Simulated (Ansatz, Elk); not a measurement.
## How far do independent atoms describe K2HN?

Structure refinements treat a crystal as free atoms side by side. For a made-up structure of K2HN (cell and positions from a PBEsol relaxation) the runs below show what the calculated density changes in F(hkl).

Method: DFT, PBE, all-electron APW+lo, Dirac cores, scalar-relativistic bands, static density, no spin, in Elk 11.2.3 (patched build).

The structure was built from a prototype and need not be the compound's stable phase.

## 1. Set-up

Symmetry: Imm2, No. 44, orthorhombic system. Conventional cell: a = 4.747 Å, b = 6.934 Å, c = 4.893 Å, α = 90.00°, β = 90.00°, γ = 90.00°. Nearest to K lie 3 H at 2.50 to 2.99 Å and 4 N at 2.76 to 3.31 Å and 1 K at 3.35 Å. Nearest to N lie 1 H at 1.04 Å and 8 K at 2.76 to 3.31 Å. Nearest to H lie 1 N at 1.04 Å and 6 K at 2.50 to 2.99 Å. Farther neighbours and most contacts between anions are not listed.

Coordinates:

```cif
data_structure
_symmetry_space_group_name_H-M 'P 1'
_symmetry_Int_Tables_number 1
_cell_length_a 4.8622
_cell_length_b 4.8622
_cell_length_c 4.8622
_cell_angle_alpha 121.555
_cell_angle_beta 89.034
_cell_angle_gamma 119.574
_cell_volume 80.54
loop_
_atom_site_label
_atom_site_type_symbol
_atom_site_fract_x
_atom_site_fract_y
_atom_site_fract_z
_atom_site_occupancy
K1 K 0.27340 0.53169 0.74171 1
K2 K 0.78998 0.53169 0.25829 1
N3 N 0.96184 0.96184 0.00000 1
H4 H 0.17528 0.17528 0.00000 1
```

## 2. Ground state and structure factors

An all-electron density is needed, since X-rays see the cores too. Task 0 finds the density and task 195 Fourier-transforms it; tshift is off so that phases refer to the origin typed.

elk.in reads:

```
tasks
  0
  195

xctype
  20

spinpol
  .false.

rgkmax
  7.0

gmaxvr
  14.0

lmaxo
  7

lmaxapw
  8

swidth
  0.002

tshift
  .false.

ramdisk
  .false.

hmaxvr
  5.5

maxscl
  120

epspot
  1e-06

sppath
  './'

avec
  -4.48570124864 6.55161555484 4.62368558373
  4.48570124864 -6.55161555484 4.62368558373
  4.48570124864 6.55161555484 -4.62368558373

atoms
  3
  'K.in'
  2
  0.2733985780 0.5316890010 0.7417095770   0.000000 0.000000 0.000000
  0.7899794239 0.5316890010 0.2582904230   0.000000 0.000000 0.000000
  'N.in'
  1
  0.9618412795 0.9618412795 -0.0000000000   0.000000 0.000000 0.000000
  'H.in'
  1
  0.1752807185 0.1752807185 -0.0000000000   0.000000 0.000000 0.000000

ngridk
  7 7 7
```

Run with:

```sh
$ OMP_NUM_THREADS=4 elk
```

Numbers of over 12 decimals in the logs are rounded to 6 here.

The program printed:

```text
┌─────────────────────────┐
│ Elk code version 11.2.3 │
└─────────────────────────┘

All units are atomic (Hartree, Bohr, etc.)

┌─────────────────────────────────────────────────┐
│ Ground-state run starting from atomic densities │
└─────────────────────────────────────────────────┘

Lattice vectors :
  -4.485701249       6.551615555       4.623685584
   4.485701249      -6.551615555       4.623685584
   4.485701249       6.551615555      -4.623685584

Reciprocal lattice vectors :
 -0.1753723074E-16  0.4795141942      0.6794563767
  0.7003570856     -0.1042793815E-16  0.6794563767
  0.7003570856      0.4795141942     -0.1124481208E-16

Unit cell volume      :    543.5344010
Brillouin zone volume :   0.4563652512

Muffin-tin inner radius fraction :   0.1000000000E-01

Nuclei treated as point charges

Species : 1 (K)
 parameters loaded from : K.in
 name : potassium
 nuclear charge    :   -19.00000000
 electronic charge :    19.00000000
 atomic mass :    71271.84090
 muffin-tin radius :    2.400000000
 number of radial points in muffin-tin :    993
 inner part over the whole radius :   0.9891652203E-02
 number on inner part of muffin-tin    :    697
 approximate nuclear radius :   0.6514746337E-04
 number of mesh points to nuclear radius :    319
 atomic positions (lattice), magnetic fields (Cartesian) :
  1 :   0.27339858  0.53168900  0.74170958    0.00000000  0.00000000  0.00000000
  2 :   0.78997942  0.53168900  0.25829042    0.00000000  0.00000000  0.00000000

Species : 2 (N)
 parameters loaded from : N.in
 name : nitrogen
 nuclear charge    :   -7.000000000
 electronic charge :    7.000000000
 atomic mass :    25532.65216
 muffin-tin radius :    1.082111464
 number of radial points in muffin-tin :    593
 inner part over the whole radius :   0.9843033211E-02
 number on inner part of muffin-tin    :    400
 approximate nuclear radius :   0.4939692610E-04
 number of mesh points to nuclear radius :    176
 atomic positions (lattice), magnetic fields (Cartesian) :
  1 :   0.96184128  0.96184128  0.00000000    0.00000000  0.00000000  0.00000000

Species : 3 (H)
 parameters loaded from : H.in
 name : hydrogen
 nuclear charge    :   -1.000000000
 electronic charge :    1.000000000
 atomic mass :    1837.362221
 muffin-tin radius :   0.8416422500
 number of radial points in muffin-tin :    393
 inner part over the whole radius :   0.9803784091E-02
 number on inner part of muffin-tin    :    253
 approximate nuclear radius :   0.2766748019E-04
 number of mesh points to nuclear radius :     81
 atomic positions (lattice), magnetic fields (Cartesian) :
  1 :   0.17528072  0.17528072  0.00000000    0.00000000  0.00000000  0.00000000

Total number of atoms per unit cell :    4
Total muffin-tin volume :    123.6166528
 ratio of muffin-tin to unit cell volume :   0.2274311479

Spin treatment :
 spin-unpolarised

Number of Bravais lattice symmetries :    8
Number of crystal symmetries         :    4
Crystal has no inversion symmetry
Complex Hermitian eigensolver will be used

k-point grid :      7     7     7
k-point offset :    0.000000000       0.000000000       0.000000000
k-point set is reduced with full crystal symmetry group
Total number of k-points :      112

Muffin-tin radius times maximum |G+k| :    7.000000000
 using average radius
Maximum |G+k| for APW functions       :    4.164340514
Maximum (1/2)|G+k|²                   :    8.670865959
Maximum |G| for potential and density :    14.00000000
Constant for pseudocharge density :    8
 order of it for each species :   15  11   5
 order of it for pair densities of each species (exact exchange by exxq0 0: 16) :   15   4   3
Radial integration step length :    1

G-vector grid sizes :     42    42    42
Number of G-vectors :    25211

Maximum angular momentum used for
 APW functions            :    8
 outer part of muffin-tin :    7
 inner part of muffin-tin :    2

Total nuclear charge    :   -46.00000000
Total core charge       :    22.00000000
Total valence charge    :    24.00000000
[...]
(states/Hartree/unit cell)

Estimated indirect band gap :   0.1660751814
 from k-point 101 to k-point 1
Estimated direct band gap   :   0.1706725986
 at k-point 1

Charges :
 core                        :    22.00000000
 valence                     :    24.00000000
 interstitial                :    6.005773025
 muffin-tins (core leakage)
  species : 1 (K)
   atom 1                    :    17.50881314     ( -0.1017995590E-06)
   atom 2                    :    17.50881314     ( -0.1017995590E-06)
  species : 2 (N)
   atom 1                    :    4.577281115     (  0.3160872830E-03)
  species : 3 (H)
   atom 1                    :   0.3993195722     (   0.000000000    )
 total in muffin-tins        :    39.99422698
 total calculated charge     :    45.99962135
 total charge                :    46.00000000
 error                       :   0.3786513219E-03

RMS change in Kohn-Sham potential (target) :    88.83436114     (  0.1000000000E-05)
Absolute change in total energy (target)   :   0.4096699510     (  0.1000000000E-03)

[... loops 3 to 23 left out ...]

┌──────────────────┐
│ Loop number : 24 │
└──────────────────┘

Energies :
 Fermi                       :     0.126565
 sum of occupied eigenvalues :     -723.60324395650
 electron kinetic            :      1267.6673506573
 core electron kinetic       :      1186.7864641152
 Coulomb                     :     -2453.0577613807
 Coulomb potential           :     -1895.3514531716
 nuclear-nuclear             :     -183.94776062331
 electron-nuclear            :     -2645.9084942427
 Hartree                     :      376.79849348535
 Madelung                    :     -1505.3820347949
 xc potential                :     -95.919141442248
 exchange                    :     -72.387450502186
 correlation                 :     -1.780421
 electron entropic           :    -0.27117356614687E-05
 total energy                :     -1259.5582852149

Density of states at Fermi energy :   0.8645428459E-01
 (states/Hartree/unit cell)

Estimated indirect band gap :   0.2376056549E-01
 from k-point 102 to k-point 1
Estimated direct band gap   :   0.3667324318E-01
 at k-point 1

Charges :
 core                        :    22.00000000
 valence                     :    24.00000000
 interstitial                :    6.331401152
 muffin-tins (core leakage)
  species : 1 (K)
[...]
species : 2 (N)
[...]
species : 3 (H)
   atom 1                    :   0.4032633723     (   0.000000000    )
 total in muffin-tins        :    39.66859885
 total calculated charge     :    45.99961908
 total charge                :    46.00000000
 error                       :   0.3809186146E-03

RMS change in Kohn-Sham potential (target) :   0.3160587417E-06 (  0.1000000000E-05)
Absolute change in total energy (target)   :   0.9482619134E-08 (  0.1000000000E-03)

Convergence targets achieved

┌──────────────────┐
│ Loop number : 25 │
└──────────────────┘

Energies :
 Fermi                       :     0.126565
 sum of occupied eigenvalues :     -723.60324398182
 electron kinetic            :      1267.6673506466
 core electron kinetic       :      1186.7864641117
 Coulomb                     :     -2453.0577613844
 Coulomb potential           :     -1895.3514531766
 nuclear-nuclear             :     -183.94776062331
 electron-nuclear            :     -2645.9084942465
 Hartree                     :      376.79849348545
 Madelung                    :     -1505.3820347961
 xc potential                :     -95.919141451838
 exchange                    :     -72.387450503024
 correlation                 :     -1.780421
 electron entropic           :    -0.27117363019334E-05
 total energy                :     -1259.5582852302

Density of states at Fermi energy :   0.8645430781E-01
 (states/Hartree/unit cell)

Estimated indirect band gap :   0.2376056441E-01
 from k-point 102 to k-point 1
Estimated direct band gap   :   0.3667324202E-01
 at k-point 1

Charges :
 core                        :    22.00000000
 valence                     :    24.00000000
 interstitial                :    6.331401151
 muffin-tins (core leakage)
  species : 1 (K)
   atom 1                    :    17.63583196     ( -0.1013760240E-06)
   atom 2                    :    17.63583196     ( -0.1013760240E-06)
  species : 2 (N)
   atom 1                    :    3.993671566     (  0.3140174967E-03)
  species : 3 (H)
   atom 1                    :   0.4032633723     (   0.000000000    )
 total in muffin-tins        :    39.66859885
 total calculated charge     :    45.99961908
 total charge                :    46.00000000
 error                       :   0.3809186156E-03

┌──────────────────────────────┐
│ Self-consistent loop stopped │
└──────────────────────────────┘

Warning : core states of species 2 leak from the muffin-tin :   0.3140174967E-03

Wrote STATE.OUT
```

Wall time 4.9 min (4 threads of Arm Neoverse V2, shared host); peak memory 0.18 GiB.

SFACRHO.OUT:

```text

h k l indices transformed by vhmat matrix:
   1.000000000       0.000000000       0.000000000    
   0.000000000       1.000000000       0.000000000    
   0.000000000       0.000000000       1.000000000    

      h      k      l  multipl.   |H|            Re(F)            Im(F)           |F|

      0      0      0      1   0.0000000       46.000000     -0.69808207E-16   46.000000    
      0     -1      1      2  0.83162181       8.2588606      0.60528888       8.2810116    
      1      0      0      2  0.83162181       8.2588606     -0.60528889       8.2810116    
      0      0      1      4  0.84878378       5.3473463      0.13140862E-11   5.3473463    
     -1      1     -1      2  0.95902839      -24.241243     -0.93154232E-08   24.241243    
      0     -1      0      2  0.97578738      -24.094674       6.9095949       25.065830    
      0      1      0      2  0.97578738      -24.094674      -6.9095949       25.065830    
     -1     -1      1      1   1.3589128       29.046447      -8.7047983       30.322757    
      1      1     -1      1   1.3589128       29.046447       8.7047983       30.322757    
      0     -1      2      4   1.3681727       31.169081      -4.6635490       31.516032    
     -1      2     -1      4   1.3681727       31.169081       4.6635490       31.516032    
     -1      1      1      2   1.4007142       31.801938      0.83553808E-08   31.801938    
     -2      1     -1      2   1.5909323      0.26676637       1.3692721       1.3950162    
      2     -1      1      2   1.5909323      0.26676637      -1.3692721       1.3950162    
      2     -2      1      4   1.5999703       8.2440165     -0.24391002E-08   8.2440165    
      1      1     -2      4   1.6022103       2.1463871      -2.0656659       2.9789181    
     -2      0      1      4   1.6022103       2.1463871       2.0656659       2.9789181    
      0      1      1      4   1.6289859       5.2502723     -0.31244756       5.2595611
```

Elk indexes on the primitive cell of elk.in and gives |H| = 4π sin θ/λ in inverse bohr. Below, one row stands for each form hkl of the conventional cell (m members, Friedel mates merged), F is for one primitive cell and the density is static (no thermal factor). Free-atom factors are Waasmaier and Kirfel's, and R is Σm||F|−|F'||/Σm|F|. Elk warned that it couldn't find a linearisation energy, which lowers the accuracy of some states in this run and its variants.

```csv
hkl,m,sin θ/λ (Å⁻¹),"abs F, DFT",neutral atoms,diff.,abs of complex diff.
011,4,0.125,8.281,7.603,+0.678,0.697
110,4,0.128,5.347,4.817,+0.530,0.530
020,2,0.144,24.241,24.526,-0.285,0.285
101,4,0.147,25.066,25.420,-0.354,0.425
002,2,0.204,30.323,30.100,+0.223,0.313
121,8,0.206,31.516,31.329,+0.187,0.194
200,2,0.211,31.802,31.655,+0.147,0.147
031,4,0.239,1.395,1.395,+0.000,0.078
130,4,0.241,8.244,8.223,+0.021,0.021
112,8,0.241,2.979,2.904,+0.075,0.077
211,8,0.245,5.260,5.220,+0.039,0.053
022,4,0.250,22.226,22.190,+0.036,0.036
220,4,0.255,20.071,20.025,+0.046,0.046
040,2,0.288,25.689,25.648,+0.041,0.041
202,4,0.293,24.438,24.418,+0.019,0.039
013,4,0.315,3.221,3.324,-0.103,0.143
132,8,0.316,5.563,5.628,-0.064,0.090
231,8,0.319,1.146,1.184,-0.039,0.060
```

## 3. The highest occupied states alone

An energy window below the Fermi level keeps the highest occupied states, to see at which angles they scatter; shallow core shells can lie inside it and anion s states outside. No new self-consistency is needed.

elk.in: that of step 2 with these lines changed.

```diff
@@ -1,3 +1,2 @@
 tasks
-  0
   195
@@ -40,2 +39,5 @@
 
+wsfac
+  -0.314430 0.426570
+
 sppath
```

Run with:

```sh
$ OMP_NUM_THREADS=4 elk
```

The program printed:

```text
┌─────────────────────────────────┐
│ Elk code version 11.2.3 started │
└─────────────────────────────────┘

Info(readinput): the functional depends on the density's gradient
 muffin-tin radial points multiplied by    2.00000
 (not where nrmtscf is given)

┌────────────────────┐
│ Current task : 195 │
└────────────────────┘
Info(checkmt): changed muffin-tin radius of species 2 (N) from   1.8000 to   1.0821
Info(checkmt): changed muffin-tin radius of species 3 (H) from   1.4000 to   0.8416

Warning(linengy): could not find 1 linearisation energies in s.c. loop 1

Info(sfacrho): density structure factors written to SFACRHO.OUT

 Energy window :  -0.3144300000      0.4265700000

┌──────────────────┐
│ Elk code stopped │
└──────────────────┘
```

Run time: 5.7 s. Hardware: 4 threads; peak memory 0.16 GiB.

States within 12 eV below the Fermi level hold 6.00 electrons; any levels below the window count with the cores. Their amplitudes can exceed the total, where window and core parts have opposite phase:

```csv
hkl,sin θ/λ (Å⁻¹),"abs F, window","abs F, all"
011,0.125,3.346,8.281
110,0.128,3.430,5.347
020,0.144,2.978,24.241
101,0.147,2.802,25.066
002,0.204,1.871,30.323
121,0.206,1.910,31.516
200,0.211,1.998,31.802
031,0.239,1.391,1.395
130,0.241,1.530,8.244
112,0.241,1.310,2.979
```

## 4. Another try

In this try the input is made faulty on purpose, to show what that does.

The input is changed as shown.

elk.in: that of step 3 with these lines changed.

```diff
@@ -1,2 +1,3 @@
 tasks
+  0
   195
@@ -34,3 +35,3 @@
 maxscl
-  120
+  40
 
@@ -39,7 +40,7 @@
 
-wsfac
-  -0.314430 0.426570
-
 sppath
   './'
+
+scale
+  0.52917721
```

Run with:

```sh
$ OMP_NUM_THREADS=4 elk
```

The program printed:

```text
┌─────────────────────────┐
│ Elk code version 11.2.3 │
└─────────────────────────┘

All units are atomic (Hartree, Bohr, etc.)

┌─────────────────────────────────────────────────┐
│ Ground-state run starting from atomic densities │
└─────────────────────────────────────────────────┘

Lattice vectors :
  -2.373730872       3.466965640       2.446749037
   2.373730872      -3.466965640       2.446749037
   2.373730872       3.466965640      -2.446749037

Reciprocal lattice vectors :
  0.4006451327E-16  0.9061505015       1.283986468
[...]
error                       :   0.5541066522E-01

┌──────────────────────────────┐
│ Self-consistent loop stopped │
└──────────────────────────────┘

Warning : levels lie under every linearisation energy and are empty :   -12.19686068      -3.292800000

Warning : the lowest level lies among the core levels :   -12.19686068      -8.581869382

Warning : core states of species 1 leak from the muffin-tin :   0.1095356173E-03

Warning : core states of species 2 leak from the muffin-tin :   0.5467737001E-01

Warning : the occupied levels lie far from the species files' linearisation energy :    1.320412290

Wrote STATE.OUT
[key lines of the parts left out:]
total energy                :     -1255.5350637459
```

Wall time 71 s (4 threads); peak memory 0.16 GiB.

The run finished. A setting was moved off its sound value on purpose, so it serves as a test and not as the result.

The fault put into the input: lattice vectors in angstrom read as bohr.

Its structure factors differ from the first run's by R = 32.5 %.

(Continued in part 2 of 2.)

[Logs are printed without paths, hosts, clocks, repeated set-up lines and the standing remarks that a program may print on its own settings, such as how far it seeks lower states.]

[Hosts, paths, dates, database ids (printed as entryN), source tags and the programs' standing remarks are cut or masked in the printed files.]
